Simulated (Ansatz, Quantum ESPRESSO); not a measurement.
# Work function of relaxed Ti(0001) under two functionals, part 2 of 3

Aim: the work function of the relaxed basal face of Ti, and how far the functional matters.

Quantum ESPRESSO 7.5; plane-wave DFT, PBE, GBRV ultrasoft pseudopotentials; geometry and cross-check by Ansatz 0.2.0 with PAW datasets.

So far. Step 2 (Geometry from Ansatz of (0001)): The relaxation lowers the energy by 18 meV an atom. Held were the atoms numbered 3 and 4; the forces quoted are those on the free ones.

## 3. SCF with pw.x of (0001), PBE

Both faces of the slab are alike, so a plain periodic cell serves and symmetry is kept.

Level of this step: plane-wave DFT, PBE, GBRV ultrasoft pseudopotentials (Quantum ESPRESSO 7.5).

Contents of 0001.pbe.in:

```
&control
  prefix = '0001.pbe'
  outdir = './out'
  pseudo_dir = './pseudo'
  calculation = 'scf'
  tprnfor = .true.
/
&system
  ibrav = 0
  nat = 6
  ntyp = 1
  ecutwfc = 40
  ecutrho = 200
  occupations = 'smearing'
  smearing = 'mv'
  degauss = 0.02
/
&electrons
  conv_thr = 1e-07
  mixing_beta = 0.4
  electron_maxstep = 120
  mixing_mode = 'local-TF'
/
ATOMIC_SPECIES
  Ti  47.8670  ti_pbe_v1.4.uspp.F.UPF
CELL_PARAMETERS angstrom
  2.95000000002073 0.00000000000000 0.00000000000000
  1.47500000001037 2.55477494118205 0.00000000000000
  0.00000000000000 0.00000000000000 27.71150000000000
ATOMIC_POSITIONS crystal
  Ti  0.666666666667 0.666666666667 0.293785339045
  Ti  0.000000000000 -0.000000000000 0.372034931735
  Ti  0.666666666667 0.666666666667 0.457737762300
  Ti  0.000000000000 0.000000000000 0.542262237700
  Ti  0.666666666667 0.666666666667 0.627965063962
  Ti  0.000000000000 -0.000000000000 0.706214661749
K_POINTS automatic
  12 12 1 0 0 0
```

Run with:

```console
OMP_NUM_THREADS=1 mpirun -n 2 pw.x -nk 2 -in 0001.pbe.in > 0001.pbe.out
```

Output:

```text
Program PWSCF v.7.5 starts
[citation notice left out]

     Parallel version (MPI & OpenMP), running on       2 processor cores
     Number of MPI processes:                 2
     Threads/MPI process:                     1

     MPI processes distributed on     1 nodes
[...]
Current dimensions of program PWSCF are:
     Max number of different atomic species (ntypx) = 10
     Max number of k-points (npk) =  40000
     Max angular momentum in pseudopotentials (lmaxx) =  4
     Message from routine setup:
     using ibrav=0 with symmetry is DISCOURAGED, use correct ibrav instead

     K-points division:     npool     =       2
     Subspace diagonalization in iterative solution of the eigenvalue problem:
     a serial algorithm will be used

     G-vector sticks info
     --------------------
     sticks:   dense  smooth     PW     G-vecs:    dense   smooth      PW
     Sum         433     349    109                67483    48271    8831

     Using Slab Decomposition

     bravais-lattice index     =            0
     lattice parameter (alat)  =       5.5747  a.u.
     unit-cell volume          =    1409.3904 (a.u.)^3
     number of atoms/cell      =            6
     number of atomic types    =            1
     number of electrons       =        72.00
     number of Kohn-Sham states=           43
     kinetic-energy cutoff     =      40.0000  Ry
     charge density cutoff     =     200.0000  Ry
     scf convergence threshold =      1.0E-07
     mixing beta               =       0.4000
     number of iterations used =            8  local-TF  mixing
     Exchange-correlation=  SLA  PW   PBX  PBC
                           (   1   4   3   4   0   0   0)

     celldm(1)=   5.574692  celldm(2)=   0.000000  celldm(3)=   0.000000
     celldm(4)=   0.000000  celldm(5)=   0.000000  celldm(6)=   0.000000

     crystal axes: (cart. coord. in units of alat)
               a(1) = (   1.000000   0.000000   0.000000 )
               a(2) = (   0.500000   0.866025   0.000000 )
               a(3) = (   0.000000   0.000000   9.393729 )

     reciprocal axes: (cart. coord. in units 2 pi/alat)
               b(1) = (  1.000000 -0.577350  0.000000 )
               b(2) = (  0.000000  1.154701  0.000000 )
               b(3) = (  0.000000  0.000000  0.106454 )

     PseudoPot. # 1 for Ti read from file:
     ./pseudo/ti_pbe_v1.4.uspp.F.UPF
     Pseudo is Ultrasoft + core correction, Zval = 12.0
     Generated by new atomic code, or converted to UPF format
     Using radial grid of  851 points,  6 beta functions with:
                l(1) =   0
                l(2) =   0
                l(3) =   1
                l(4) =   1
                l(5) =   2
                l(6) =   2
     Q(r) pseudized with  6 coefficients,  rinner =    1.000   1.000   1.000
                                                       1.000   1.000

     atomic species   valence    mass     pseudopotential
     Ti               12.00    47.86700     Ti( 1.00)

     12 Sym. Ops., with inversion, found ( 6 have fractional translation)

   Cartesian axes

     site n.     atom                  positions (alat units)
         1        Ti     tau(   1) = (   1.0000000   0.5773503   2.7597398  )
         2        Ti     tau(   2) = (   0.0000000   0.0000000   3.4947953  )
         3        Ti     tau(   3) = (   1.0000000   0.5773503   4.2998644  )
         4        Ti     tau(   4) = (   0.0000000   0.0000000   5.0938644  )
         5        Ti     tau(   5) = (   1.0000000   0.5773503   5.8989335  )
         6        Ti     tau(   6) = (   0.0000000   0.0000000   6.6339890  )

     number of k points=    19  Marzari-Vanderbilt smearing, width (Ry)=  0.0200
                       cart. coord. in units 2pi/alat
        k(    1) = (   0.0000000   0.0000000   0.0000000), wk =   0.0138889
        k(    2) = (   0.0000000   0.0962250   0.0000000), wk =   0.0833333
        k(    3) = (   0.0000000   0.1924501   0.0000000), wk =   0.0833333
        k(    4) = (   0.0000000   0.2886751   0.0000000), wk =   0.0833333
        k(    5) = (   0.0000000   0.3849002   0.0000000), wk =   0.0833333
        k(    6) = (   0.0000000   0.4811252   0.0000000), wk =   0.0833333
        k(    7) = (   0.0000000  -0.5773503   0.0000000), wk =   0.0416667
        k(    8) = (   0.0833333   0.1443376   0.0000000), wk =   0.0833333
        k(    9) = (   0.0833333   0.2405626   0.0000000), wk =   0.1666667
        k(   10) = (   0.0833333   0.3367877   0.0000000), wk =   0.1666667
[...]
k(   19) = (   0.3333333  -0.5773503   0.0000000), wk =   0.0277778

     Dense  grid:    67483 G-vectors     FFT dimensions: (  27,  27, 240)

     Smooth grid:    48271 G-vectors     FFT dimensions: (  24,  24, 216)

     Estimated max dynamical RAM per process >     198.98 MB

     Estimated total dynamical RAM >     381.48 MB

     Check: negative core charge=   -0.000005

     Initial potential from superposition of free atoms

     starting charge      65.9997, renormalised to      72.0000

     negative rho (up, down):  1.470E-02 0.000E+00
     Starting wfcs are   60 randomized atomic wfcs

     total cpu time spent up to now is        3.5 secs

     per-process dynamical memory:    89.4 Mb

     Self-consistent Calculation

     iteration #  1     ecut=    40.00 Ry     beta= 0.40
     Davidson diagonalization with overlap
     ethr =  1.00E-02,  avg # of iterations =  5.6

     negative rho (up, down):  1.731E-02 0.000E+00

     total cpu time spent up to now is        8.6 secs

     total energy              =    -715.73216800 Ry
     estimated scf accuracy    <       3.91285790 Ry

     iteration #  2     ecut=    40.00 Ry     beta= 0.40
[...]
negative rho (up, down):  3.069E-02 0.000E+00

[...]
total energy              =    -714.89136507 Ry
     estimated scf accuracy    <       1.67675468 Ry

     iteration #  3     ecut=    40.00 Ry     beta= 0.40
[...]
negative rho (up, down):  2.589E-02 0.000E+00

[...]
total energy              =    -715.34486494 Ry
     estimated scf accuracy    <       0.08498065 Ry

     iteration #  4     ecut=    40.00 Ry     beta= 0.40
[...]
negative rho (up, down):  2.517E-02 0.000E+00

[...]
total energy              =    -715.36725194 Ry
     estimated scf accuracy    <       0.01028987 Ry

     iteration #  5     ecut=    40.00 Ry     beta= 0.40
[...]
c_bands:  1 eigenvalues not converged
[...]
negative rho (up, down):  2.299E-02 0.000E+00

[...]
total energy              =    -715.36876380 Ry
     estimated scf accuracy    <       0.00410821 Ry

     iteration #  6     ecut=    40.00 Ry     beta= 0.40
[...]
negative rho (up, down):  2.070E-02 0.000E+00

[...]
total energy              =    -715.36917774 Ry
     estimated scf accuracy    <       0.00138053 Ry

     iteration #  7     ecut=    40.00 Ry     beta= 0.40
[...]
c_bands:  1 eigenvalues not converged
     c_bands:  1 eigenvalues not converged
[...]
negative rho (up, down):  2.045E-02 0.000E+00

[...]
total energy              =    -715.36928944 Ry
     estimated scf accuracy    <       0.00213780 Ry

     iteration #  8     ecut=    40.00 Ry     beta= 0.40
[...]
negative rho (up, down):  1.648E-02 0.000E+00

[...]
total energy              =    -715.36841843 Ry
     estimated scf accuracy    <       0.00151102 Ry

     iteration #  9     ecut=    40.00 Ry     beta= 0.40
[...]
negative rho (up, down):  1.338E-02 0.000E+00

[...]
total energy              =    -715.36847576 Ry
     estimated scf accuracy    <       0.00086218 Ry

     iteration # 10     ecut=    40.00 Ry     beta= 0.40
[...]
negative rho (up, down):  1.056E-02 0.000E+00

[...]
total energy              =    -715.36850162 Ry
     estimated scf accuracy    <       0.00020535 Ry

     iteration # 11     ecut=    40.00 Ry     beta= 0.40
[...]
negative rho (up, down):  1.035E-02 0.000E+00

[...]
total energy              =    -715.36850763 Ry
     estimated scf accuracy    <       0.00006333 Ry

     iteration # 12     ecut=    40.00 Ry     beta= 0.40
[...]
negative rho (up, down):  9.935E-03 0.000E+00

[...]
total energy              =    -715.36851383 Ry
     estimated scf accuracy    <       0.00000518 Ry

     iteration # 13     ecut=    40.00 Ry     beta= 0.40
[...]
negative rho (up, down):  9.877E-03 0.000E+00

[...]
total energy              =    -715.36851275 Ry
     estimated scf accuracy    <       0.00001101 Ry

     iteration # 14     ecut=    40.00 Ry     beta= 0.40
[...]
negative rho (up, down):  9.817E-03 0.000E+00

[...]
total energy              =    -715.36851437 Ry
     estimated scf accuracy    <       0.00000850 Ry

     iteration # 15     ecut=    40.00 Ry     beta= 0.40
[...]
negative rho (up, down):  9.798E-03 0.000E+00

[...]
total energy              =    -715.36851490 Ry
     estimated scf accuracy    <       0.00000014 Ry

     iteration # 16     ecut=    40.00 Ry     beta= 0.40
[...]
negative rho (up, down):  9.790E-03 0.000E+00

[...]
total energy              =    -715.36851495 Ry
     estimated scf accuracy    <       0.00000182 Ry

     iteration # 17     ecut=    40.00 Ry     beta= 0.40
[...]
negative rho (up, down):  9.785E-03 0.000E+00

[...]
End of self-consistent calculation

          k = 0.0000 0.0000 0.0000 (  6093 PWs)   bands (ev):

   -52.2851 -52.2847 -52.2115 -52.1518 -52.0620 -52.0581 -28.8181 -28.7807
   -28.6507 -28.4117 -28.2574 -28.2574 -28.2573 -28.2573 -28.1917 -28.1789
   -28.1789 -28.1343 -28.1343 -28.1322 -28.0682 -28.0682 -28.0653 -28.0653
    -1.3527  -0.8489  -0.0660   0.8228   1.5172   1.8809   4.3908   4.4142
     4.9157   4.9207   5.2162   5.2163   5.2256   5.2257   5.2459   5.3132
     5.3134   5.3213   5.3214

          k = 0.0000 0.0962 0.0000 (  6073 PWs)   bands (ev):

   -52.2796 -52.2793 -52.2059 -52.1478 -52.0585 -52.0549 -28.8056 -28.7717
   -28.6475 -28.4214 -28.2993 -28.2890 -28.2657 -28.2655 -28.2066 -28.1990
   -28.1876 -28.1461 -28.1406 -28.1323 -28.0925 -28.0920 -28.0737 -28.0704
    -1.1627  -0.6642   0.1110   0.9925   1.6832   2.0379   4.3114   4.3327
     4.7312   4.8189   4.9285   5.1096   5.1296   5.3094   5.3172   5.3297
     5.3456   5.3991   5.4603

          k = 0.0000 0.1925 0.0000 (  6070 PWs)   bands (ev):

   -52.2645 -52.2643 -52.1902 -52.1370 -52.0491 -52.0462 -28.7712 -28.7480
   -28.6411 -28.4608 -28.3934 -28.3646 -28.2881 -28.2878 -28.2788 -28.2578
   -28.2109 -28.1749 -28.1579 -28.1565 -28.1436 -28.1358 -28.0888 -28.0843
    -0.6185  -0.1408   0.6036   1.4540   2.1293   2.4498   3.9659   4.1176
     4.3434   4.4392   4.6853   4.7496   4.8058   5.0472   5.2623   5.3949
     5.5238   5.5527   5.5904

          k = 0.0000 0.2887 0.0000 (  6050 PWs)   bands (ev):

   -52.2439 -52.2438 -52.1681 -52.1225 -52.0363 -52.0344 -28.7268 -28.7206
   -28.6402 -28.5445 -28.5069 -28.4579 -28.3751 -28.3361 -28.3185 -28.3180
   -28.2542 -28.2418 -28.2181 -28.1817 -28.1598 -28.1566 -28.1097 -28.1037
     0.1967   0.6184   1.2753   2.0212   2.6328   2.8811   3.5675   3.8133
     3.9430   4.0778   4.3105   4.4998   4.5257   4.9316   5.1874   5.3329
     5.4434   5.5597   5.5743

          k = 0.0000 0.3849 0.0000 (  6018 PWs)   bands (ev):

   -52.2231 -52.2230 -52.1446 -52.1089 -52.0237 -52.0228 -28.7112 -28.7055
   -28.6615 -28.6405 -28.5910 -28.5543 -28.4592 -28.3996 -28.3486 -28.3479
   -28.3156 -28.2717 -28.2571 -28.2057 -28.1845 -28.1781 -28.1308 -28.1234
     1.1172   1.4028   1.8535   2.3349   2.7329   2.9435   3.3056   3.5778
     3.6937   3.8578   4.1046   4.6020   4.6152   5.0863   5.2217   5.3689
     5.4018   5.4662   5.5248

          k = 0.0000 0.4811 0.0000 (  5986 PWs)   bands (ev):

   -52.2078 -52.2078 -52.1258 -52.1002 -52.0148 -52.0144 -28.7426 -28.7343
   -28.7120 -28.6950 -28.6331 -28.6007 -28.4876 -28.4298 -28.3705 -28.3696
   -28.3419 -28.2932 -28.2787 -28.2233 -28.2106 -28.1971 -28.1464 -28.1380
     1.8531   1.9156   2.1380   2.3649   2.5386   2.7356   3.1552   3.4089
     3.6590   3.7422   3.9609   4.8135   4.8794   5.2221   5.4269   5.4873
     5.5218   5.6622   5.7285

[...]
the Fermi energy is     4.6034 ev

!    total energy              =    -715.36851501 Ry
     estimated scf accuracy    <       0.00000002 Ry
     smearing contrib. (-TS)   =      -0.00258962 Ry
     internal energy E=F+TS    =    -715.36592539 Ry

     The total energy is F=E-TS. E is the sum of the following terms:
     one-electron contribution =   -5634.66279633 Ry
     hartree contribution      =    2818.01279496 Ry
     xc contribution           =    -108.09748489 Ry
     ewald contribution        =    2209.38156088 Ry

     convergence has been achieved in  17 iterations

     negative rho (up, down):  9.785E-03 0.000E+00

     Forces acting on atoms (cartesian axes, Ry/au):

     atom    1 type  1   force =     0.00000000    0.00000000    0.00114151
     atom    2 type  1   force =    -0.00000000   -0.00000000   -0.00114233
     atom    3 type  1   force =     0.00000000    0.00000000    0.00710185
     atom    4 type  1   force =     0.00000000    0.00000000   -0.00710185
     atom    5 type  1   force =     0.00000000   -0.00000000    0.00114233
     atom    6 type  1   force =    -0.00000000    0.00000000   -0.00114151

     Total force =     0.010300     Total SCF correction =     0.000423

[...]
=------------------------------------------------------------------------------=
   JOB DONE.
=------------------------------------------------------------------------------=
```

It took 77 s on 2 MPI ranks of AMD EPYC 7R32 (Zen 2), shared host; peak memory 0.45 GiB.

Read from the output:

```
free energy  : -9733.0845 eV
Fermi energy : 4.603 eV
```

## 4. Potential by pp.x of (0001)

The vacuum level is read from the electrostatic potential (plot_num = 11), averaged over planes.

Contents of 0001.pbe.pot.in:

```
&inputpp
  prefix = '0001.pbe'
  outdir = './out'
  filplot = '0001.pbe.pot.dat'
  plot_num = 11
/
```

Run with:

```console
OMP_NUM_THREADS=1 mpirun -n 2 pp.x -in 0001.pbe.pot.in > 0001.pbe.pot.out
```

Output:

```text
[banner, memory and clock lines left out]
Program POST-PROC v.7.5 starts

          URL

     ./out/0001.pbe.save/

     IMPORTANT: XC functional enforced from input :
     Exchange-correlation= PBE
                           (   1   4   3   4   0   0   0)
     Any further DFT definition will be discarded
     Please, verify this is what you really want

     Check: negative core charge=   -0.000005

     negative rho (up, down):  9.785E-03 0.000E+00

     Calling punch_plot, plot_num =  11
     Writing data to file  0001.pbe.pot.dat
     Message from routine chdens:
     namelist plot not found or invalid, exiting
```

Elapsed: 1.6 s, on 2 MPI ranks; peak memory 0.14 GiB.

This step gave:

- work function of the upper face: 4.413 eV
- slope of the potential above: 0.001301 eV/Å
- upper vacuum line continued to the top atoms, over the Fermi level: 4.406 eV
- work function of the lower face: 4.413 eV
- slope of the potential below: -9.69e-4 eV/Å
- lower vacuum line continued to the bottom atoms, over the Fermi level: 4.408 eV

The potential energy, planar mean oscillates, so the rows of the table below give means over windows of 2.31 Å about each position, cut where the curve ends. Its maxima inside the range that stand out by 2 % of the span (Å: eV): 9.2: -1.34, 11.5: -0.261, 13.9: -0.413, 16.2: -0.261, 18.5: -1.34. Its minima: 8.1: -19.4, 10.3: -19.3, 12.7: -19.3, 15.0: -19.3, 17.4: -19.3, 19.6: -19.4.

Electrostatic potential energy of an electron; zero at the Fermi level. Potential energy, planar mean against z; means over each step:

```csv
z (Å),"potential energy, planar mean (eV)"
1.16,4.41
3.46,4.41
5.77,3.69
8.08,-9.00
10.39,-8.85
12.70,-8.80
15.01,-8.80
17.32,-8.85
19.63,-8.99
21.94,3.70
24.25,4.41
26.56,4.41
```

(Part 2 of 3 ends here.)

[Logs are printed without paths, hosts, clocks, repeated set-up lines and the standing remarks that a program may print on its own settings, such as how far it seeks lower states.]

[Hosts, paths, dates, database ids (printed as entryN), source tags and the programs' standing remarks are cut or masked in the printed files.]

[Maps of the electrostatic potential energy from Ansatz leave out the sawtooth potential of an applied field or a dipole correction, so their vacuum need not be flat; planar profiles and work functions include it.]
